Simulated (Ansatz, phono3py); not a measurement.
# NaCl (Fm-3m): lattice thermal conductivity, part 2 of 4

Aim: the lattice thermal conductivity of NaCl against temperature, and which phonons carry it.

What experiment has found for this phase:
- thermal conductivity 7.1 W/m/K near room temperature (given in “Combining the AFLOW GIBBS and Elastic Libraries to efficiently and robustly screen thermo-mechanical properties of solids”, 2017, arXiv:1611.05714)
- thermal conductivity 7.1 W/m/K near room temperature (given in “Predicting the lattice thermal conductivity of solids by solving the Boltzmann transport equation: AFLOW - AAPL an automated, accurate and efficient framework”, 2017, arXiv:1611.05481)

Ansatz 0.2.0; DFT LDA, scalar-relativistic, plane waves, PAW; PAW set soft_1.

So far. Step 2 (A first coarse run): The start is under -2.2 GPa at this level and looks like an insulator or semiconductor on this mesh. The relaxed cell has a = 5.464 Å (conventional setting).

The database entry behind the starting cell differs from later determinations by our own check (an axis about 0.4 % short against later determinations), so it need not match the best structure at ambient conditions.

### Step 4. A second relaxation

The relaxation is run once more from where the first one ended, as the script does after a large change of volume or of the gap, with mesh and occupations reviewed.

Contents of input.yaml:

```yaml
crystal:
  lattice:
    - [0.0, 2.7322376443, 2.7322376443]
    - [2.7322376443, 0.0, 2.7322376443]
    - [2.7322376443, 2.7322376443, 0.0]
  atoms:
    - { symbol: Na, position: [0.0, 0.0, 0.0] }
    - { symbol: Cl, position: [0.5, 0.5, 0.5] }
kpoints:
  mp_grid: { grid: [8, 8, 8] }
hamiltonian:
  xc: lda
  pseudopotentials: { kind: paw, azcp: { folder: soft_1 }, xc_functional: pbe }
scf:
  occupations: { method: gaussian, width: 0.02 }
  lower_state_search: "off"
output:
  forces: true
  stress: true
  eigenvalues: true
  write_density: true
  write_potential: true
  elf: true
  volumetric_format: npy
relax:
  adjacent_minimum: "off"
  f_tol: 0.005
  max_steps: 80
  cell: { stress_tol: 0.05 }
```

Command:

```bash
$ ansatz run input.yaml --threads 8 --pin off --max-ram 19456MiB --backend cpu --events-out ev --progress --plain --runs-dir out
```

Numbers of over 12 decimals in the logs are rounded to 6 here.

Output:

```text
[...]
Crystal: 2 atoms, lattice volume = 40.793 Å³
Basis set: ecut = 420 eV, 821 PW (Γ)
Bands: 12, of which v1, the nominal top of the filled ones, is band 8 counted from 1 (7 counted from 0)
Symmetry: 48 space group operations
[...]
k-points: 29 of 512
[...]
SCF iter   1: F=—  HF=-2515.299364 eV  |F-HF|=—  |Δ(HF+E_count)|=         —  Δρ=7.39e-2  dr2=1.91e0  ethr=3.10e-3  ⟨swp⟩=6.1  Hψ=2337  notcnv=0
[...]
SCF iter   7: F=-2514.333442 eV  HF=-2514.333442 eV  |F-HF|=1.71e-10  |Δ(HF+E_count)|=   1.93e-8  Δρ=9.92e-7  dr2=6.25e-11  ethr=4.19e-10  ⟨swp⟩=6.4  Hψ=2002  notcnv=0
SCF 1 converged in 7 iterations: F = -2514.333442 eV  dr2 = 6.25e-11
[...]
relax step   1: F+E_penalty+E_count = -2514.33344154 eV  Δ(F+E_penalty+E_count) = +0.000e0 eV  max|allowed force component| = 7.083e-30 eV/Å  Δτ_max = 0.0000 Å  P = -0.007 GPa  Ω = 40.793 Å³  (7 SCF iters, dr2 threshold 1.00e-7 eV, accepted)
[...]
SCF iter   4: F=-2514.333442 eV  HF=-2514.333442 eV  |F-HF|=5.00e-12  |Δ(HF+E_count)|=  1.00e-11  Δρ=3.45e-7  dr2=1.88e-11  ethr=1.00e-12  ⟨swp⟩=4.8  Hψ=1619  notcnv=0
SCF 2 converged in 4 iterations: F = -2514.333442 eV  dr2 = 1.88e-11
relax step   2: F+E_penalty+E_count = -2514.33344154 eV  Δ(F+E_penalty+E_count) = -1.228e-11 eV  max|allowed force component| = 2.761e-30 eV/Å  Δτ_max = 0.0000 Å  P = -0.007 GPa  Ω = 40.793 Å³  stress off target by 7.17e-3 GPa  SCF on the basis re-selected at this cell (its energy is not comparable with the rows above)  (4 SCF iters)
basis re-selected at this cell: Δ(F+E_penalty+E_count) = -1.228e-11 eV, ΔP = +0.000 GPa vs the last step (what re-selecting the basis moved, of the pressure what is left beyond the Pulay correction that the steps carried, after the strain that the cell walked since its last selection, with what the two solves' SCF thresholds leave and, on support functions, any second-order correction that the steps lacked; it is no  [...]
SCF converged after 4 iterations
Free energy (F): -2514.333442 eV
[...]
Internal energy: -2514.333442 eV  (E = F + TS)
E sigma→0 (E₀):  -2514.333442 eV
Fermi energy:    4.105210 eV
[...]
--- Stress (GPa, compression-positive) ---
       -0.007166       0.000000      -0.000000
       -0.000000      -0.007166       0.000000
       -0.000000       0.000000      -0.007166
  P = ⅓ Tr σ = -0.0072 GPa (-0.072 kbar)
--- Band table (eV; the first three rows and the last of 29) ---
  k-point 0: bands = [... 4 lower, -11.2751, 1.5672, 1.5672, 1.5672, 6.6431, 12.3966, 12.3966, 12.3966]
  k-point 1: bands = [... 4 lower, -11.2114, 1.1122, 1.5153, 1.5153, 7.1968, 11.8674, 12.6125, 12.6125]
  k-point 2: bands = [... 4 lower, -11.0522, 0.2325, 1.3946, 1.3946, 8.1757, 11.4472, 12.7601, 12.7601]
  k-point 28: bands = [... 4 lower, -10.7315, 0.1173, 0.1173, 0.6392, 10.4079, 11.1498, 11.1498, 12.9841]
--- Relaxed structure (1 steps of the walk, 1 accepted, 1 SCFs on fresh bases) ---
[...]
cell:  # Å, volume = 40.7930 Å³
    - [0.0, 2.7322376443, 2.7322376443]
    - [2.7322376443, 0.0, 2.7322376443]
    - [2.7322376443, 2.7322376443, 0.0]
  atoms:
    - { symbol: Na, position: [0.0, 0.0, 0.0] }
    - { symbol: Cl, position: [0.5, 0.5, 0.5] }
```

The job ended after 0.61 s (8 threads of Arm Neoverse V2, shared host; peak memory 0.29 GiB; 2.7 s of CPU time).

Little changed from the start: no atom moved by 0.005 Å and no cell edge by 0.1 %.

This step gave:

```
pressure : -0.007166 GPa
```

Valence density in the ac plane of the conventional cell at fractional y = 0.000, with atoms of Na and Cl within 0.2 Å of it. It is the smooth field of the valence electrons, not physical close to the nuclei.

Ten steps, logarithmic in the rise over the least value, from '0' (0 e/Å³) to '9' (20 e/Å³), each cell a mean:
```
961013444420048
520012444310014
000001222100000
100000011000000
221000000000012
432100244100134
443101698401244
343102799401244
443101576200244
331000121000123
110000000000011
000000111100000
210001333210001
741013444320026
972013434421059
```
Columns run along a (5.5 Å), rows up along c (5.5 Å), edges of the conventional cell, whose origin can differ from the input's. Atoms in or near the plane, at fractional coordinates: Na at (0.00, 0.00), Na at (0.50, 0.50), Cl at (0.50, 0.00), Cl at (0.00, 0.50).

ELF in the ac plane of the conventional cell at fractional y = 0.000, with atoms of Na and Cl within 0.2 Å of it. It is the smooth field of the valence electrons, not physical close to the nuclei.

Ten even steps from '0' (0.03) to '9' (0.86), each cell a mean:
```
562179857994045
530169999983024
000037999851000
432002444310134
997300000001589
999600354103899
689712655404997
389712635504995
899711566304998
998500122002799
875100111000367
110015777630011
210058999972002
651179988993036
362189836994055
```
Columns run along a (5.5 Å), rows up along c (5.5 Å), edges of the conventional cell, whose origin can differ from the input's. Atoms in or near the plane, at fractional coordinates: Na at (0.00, 0.00), Na at (0.50, 0.50), Cl at (0.50, 0.00), Cl at (0.00, 0.50).

Electrostatic potential energy in the ac plane of the conventional cell at fractional y = 0.000, with atoms of Na and Cl within 0.2 Å of it. With pseudopotentials it is smooth inside the atoms' cores, unlike the true potential.

Ten even steps from '_' (-71 eV) to '@' (8 eV), each cell a mean:
```
__==%%@@@@##======**@@@@@@**..
**%%@@@@@@@@**++**%%@@@@@@%%**
@@@@@@@@@@@@@@%%@@@@@@@@@@@@@@
@@@@@@@@@@@@@@@@@@@@@@@@@@@@@@
@@@@@@@@@@@@@@@@@@@@@@@@@@@@@@
++##@@@@@@@@%%**##@@@@@@@@%%**
====%%@@@@%%==__..##@@@@@@**==
====##@@@@%%::____**@@@@%%++==
==++%%@@@@@@**::==%%@@@@@@**==
##%%@@@@@@@@@@%%%%@@@@@@@@@@##
@@@@@@@@@@@@@@@@@@@@@@@@@@@@@@
@@@@@@@@@@@@@@@@@@@@@@@@@@@@@@
%%@@@@@@@@@@%%##%%@@@@@@@@@@%%
--**@@@@@@%%++====##@@@@@@%%==
__--%%@@@@##======++@@@@@@**__
```
Columns run along a (5.5 Å; values clipped at the 3rd and 97th percentile), rows up along c (5.5 Å), edges of the conventional cell, whose origin can differ from the input's. Atoms in or near the plane, at fractional coordinates: Na at (0.00, 0.00), Na at (0.50, 0.50), Cl at (0.50, 0.00), Cl at (0.00, 0.50).

### Step 5. Tight relaxation

The thresholds are tightened for a last relaxation ahead of the phonons, and where mesh or smearing change with them the cell follows.

input.yaml, the sections that differ from step 4:

```yaml
kpoints:
  mp_grid: { grid: [9, 9, 9] }
scf:
  occupations: { method: fixed }
  lower_state_search: "off"
relax:
  adjacent_minimum: "off"
  f_tol: 0.001
  max_steps: 60
  cell: { stress_tol: 0.01 }
# crystal, hamiltonian, output: as in step 4
```

Output:

```text
[...]
Crystal: 2 atoms, lattice volume = 40.793 Å³
Basis set: ecut = 420 eV, 821 PW (Γ)
Bands: 12, of which v1, the nominal top of the filled ones, is band 8 counted from 1 (7 counted from 0)
Symmetry: 48 space group operations
[...]
k-points: 35 of 729
[...]
SCF iter   1: F=—  HF=-2515.300396 eV  |F-HF|=—  |Δ(HF+E_count)|=         —  Δρ=7.39e-2  dr2=1.91e0  ethr=3.10e-3  ⟨swp⟩=4.7  Hψ=2444  notcnv=0  defer=63
[...]
SCF iter   7: F=-2514.333440 eV  HF=-2514.333440 eV  |F-HF|=1.42e-10  |Δ(HF+E_count)|=   1.28e-8  Δρ=9.71e-7  dr2=6.15e-11  ethr=3.54e-10  ⟨swp⟩=6.5  Hψ=2510  notcnv=0
SCF 1 converged in 7 iterations: F = -2514.333440 eV  dr2 = 6.15e-11
[...]
relax step   1: F+E_penalty+E_count = -2514.33344030 eV  Δ(F+E_penalty+E_count) = +0.000e0 eV  max|allowed force component| = 3.566e-30 eV/Å  Δτ_max = 0.0000 Å  P = -0.007 GPa  Ω = 40.793 Å³  (7 SCF iters, dr2 threshold 1.00e-7 eV, accepted)
[...]
SCF iter   5: F=-2514.333440 eV  HF=-2514.333440 eV  |F-HF|=4.55e-13  |Δ(HF+E_count)|=  2.27e-12  Δρ=6.36e-8  dr2=7.11e-13  ethr=1.00e-12  ⟨swp⟩=7.7  Hψ=2629  notcnv=0
SCF 2 converged in 5 iterations: F = -2514.333440 eV  dr2 = 7.11e-13
relax step   2: F+E_penalty+E_count = -2514.33344030 eV  Δ(F+E_penalty+E_count) = -1.910e-11 eV  max|allowed force component| = 4.133e-30 eV/Å  Δτ_max = 0.0000 Å  P = -0.007 GPa  Ω = 40.793 Å³  stress off target by 7.17e-3 GPa  SCF on the basis re-selected at this cell (its energy is not comparable with the rows above)  (5 SCF iters)
[...]
SCF converged after 5 iterations
Free energy (F): -2514.333440 eV
[...]
Internal energy: -2514.333440 eV  (E = F + TS)
E sigma→0 (E₀):  -2514.333440 eV
Fermi energy:    1.567201 eV
[...]
--- Stress (GPa, compression-positive) ---
       -0.007169      -0.000000      -0.000000
        0.000000      -0.007169       0.000000
       -0.000000      -0.000000      -0.007169
  P = ⅓ Tr σ = -0.0072 GPa (-0.072 kbar)
--- Band table (eV; the first three rows and the last of 35) ---
  k-point 0: bands = [... 4 lower, -11.2751, 1.5672, 1.5672, 1.5672, 6.6431, 12.3966, 12.3966, 12.3966]
  k-point 1: bands = [... 4 lower, -11.2243, 1.1977, 1.5256, 1.5256, 7.0929, 11.9505, 12.5739, 12.5739]
  k-point 2: bands = [... 4 lower, -11.0921, 0.4293, 1.4237, 1.4237, 7.9835, 11.4604, 12.7801, 12.7801]
  k-point 34: bands = [... 4 lower, -10.7389, -0.0461, 0.2540, 0.7252, 10.4173, 10.8284, 11.2636, 13.3049]
--- Relaxed structure (1 steps of the walk, 1 accepted, 1 SCFs on fresh bases) ---
[...]
cell:  # Å, volume = 40.7930 Å³
    - [0.0, 2.7322376443, 2.7322376443]
    - [2.7322376443, 0.0, 2.7322376443]
    - [2.7322376443, 2.7322376443, 0.0]
  atoms:
    - { symbol: Na, position: [0.0, 0.0, 0.0] }
    - { symbol: Cl, position: [0.5, 0.5, 0.5] }
```

Run time: 0.67 s. Hardware: 8 threads; peak memory 0.29 GiB.

Little changed from the start: no atom moved by 0.005 Å and no cell edge by 0.1 %.

This step gave:

```yaml
pressure: -0.007169 GPa
```

ELF in the ac plane of the conventional cell at fractional y = 0.000, with atoms of Na and Cl within 0.2 Å of it. It is the smooth field of the valence electrons, not physical close to the nuclei.

Ten even steps from '0' (0.03) to '9' (0.86), each cell a mean:
```
562179857994045
530169999983024
000037999851000
432002444310134
997300000001589
999600354103899
689712655404997
389712635504995
899711566304998
998500122002799
875100111000367
110015777630011
210058999972002
651179988993036
362189836994055
```
Columns run along a (5.5 Å), rows up along c (5.5 Å), edges of the conventional cell, whose origin can differ from the input's. Atoms in or near the plane, at fractional coordinates: Na at (0.00, 0.00), Na at (0.50, 0.50), Cl at (0.50, 0.00), Cl at (0.00, 0.50).

Valence density in the ac plane of the conventional cell at fractional y = 0.000, with atoms of Na and Cl within 0.2 Å of it. It is the smooth field of the valence electrons, not physical close to the nuclei.

Ten steps, logarithmic in the rise over the least value, from '0' (0 e/Å³) to '9' (20 e/Å³), each cell a mean:
```
961013444420048
520012444310014
000001222100000
100000011000000
221000000000012
432100244100134
443101698401244
343102799401244
443101576200244
331000121000123
110000000000011
000000111100000
210001333210001
741013444320026
972013434421059
```
Columns run along a (5.5 Å), rows up along c (5.5 Å), edges of the conventional cell, whose origin can differ from the input's. Atoms in or near the plane, at fractional coordinates: Na at (0.00, 0.00), Na at (0.50, 0.50), Cl at (0.50, 0.00), Cl at (0.00, 0.50).

Electrostatic potential energy in the ac plane of the conventional cell at fractional y = 0.000, with atoms of Na and Cl within 0.2 Å of it. With pseudopotentials it is smooth inside the atoms' cores, unlike the true potential.

Values in eV, 15 rows by 15 columns, each cell a mean:
```
-67 -37  -2   5   5 -10 -33 -38 -37 -22   2   6   3 -17 -60
-22  -7   3   6   6   1 -16 -27 -23  -6   5   7   5  -1 -17
  2   4   6   7   7   6   3  -1   1   5   7   7   6   5   3
  5   6   7   8   8   7   6   5   6   7   7   8   7   7   6
  0   4   7   8   7   6   4   3   3   5   7   7   7   5   2
-25 -14   2   7   6   3  -7 -20 -14   0   5   7   5  -6 -22
-38 -32  -8   5   5  -2 -38 -66 -56 -14   3   6   1 -23 -37
-39 -35 -11   5   5  -5 -50 -71 -66 -20   3   5  -1 -27 -38
-35 -26  -3   6   5   0 -23 -50 -38  -7   4   6   3 -16 -33
-13  -4   5   7   7   4   0  -5  -2   3   6   7   6   1 -10
  4   6   7   8   7   7   5   5   5   6   7   8   7   6   5
  5   6   7   8   8   7   6   5   5   7   8   8   7   6   5
 -4   1   5   7   7   5  -3 -11  -8   2   7   7   6   3  -2
-46 -19   1   6   6  -4 -26 -35 -32 -14   4   6   4  -7 -37
-71 -46  -4   5   4 -13 -35 -39 -38 -25   0   5   2 -22 -67
```
Columns run along a (5.5 Å; values clipped at the 3rd and 97th percentile), rows up along c (5.5 Å), edges of the conventional cell, whose origin can differ from the input's. Atoms in or near the plane, at fractional coordinates: Na at (0.00, 0.00), Na at (0.50, 0.50), Cl at (0.50, 0.00), Cl at (0.00, 0.50).

The residual pressure is -0.0072 GPa, small enough for phonons.

### Step 6. A faulty attempt

This input was changed on purpose, to see how the program answers.

input.yaml, the sections that differ from step 5:

```yaml
kpoints:
  mp_grid: { grid: [6, 6, 6] }
scf:
  occupations: { method: fixed }
  lower_state_search: "off"
  max_iter: 80
output:
  eigenvalues: true
phonons:
  supercell: [2, 2, 2]
  dielectric: false
  third_order: { supercell: [2, 2, 2], pair_cutoff: 5.4 }
  lattice_thermal_conductivity:
    qmesh: [11, 11, 11]
    temperatures: [300]
    isotope_mass_variance:
      - { species: Cl, variance: 0.0005827 }
      - { species: Na, variance: 0.0 }
# crystal, hamiltonian: as in step 5
# relax: removed
```

Output:

```text
Error: invalid value for `phonons.third_order.pair_cutoff`: 5.400 Å is not below 3.864 Å, half the shortest translation of the third-order supercell, so a pair of sites would have two images within it; lower pair_cutoff or enlarge phonons.third_order.supercell
```

The job ended after 0.07 s (8 threads; peak memory 0.084 GiB).

The program refused the input before any cycle.

The program's message: “Error: invalid value for `phonons.third_order.pair_cutoff`: 5.400 Å is not below 3.864 Å, half the shortest translation of the third-order supercell, so a pair of sites would have two images within it …”

The fault put into the input: a pair cutoff beyond half of the supercell.

(Continued in part 3 of 4.)

[Logs are printed without paths, hosts, clocks, repeated set-up lines and the standing remarks that a program may print on its own settings, such as how far it seeks lower states.]

[Hosts, paths, dates, database ids (printed as entryN), source tags and the programs' standing remarks are cut or masked in the printed files.]

[A step with changed settings may run another functional than the one named; its input shows which.]
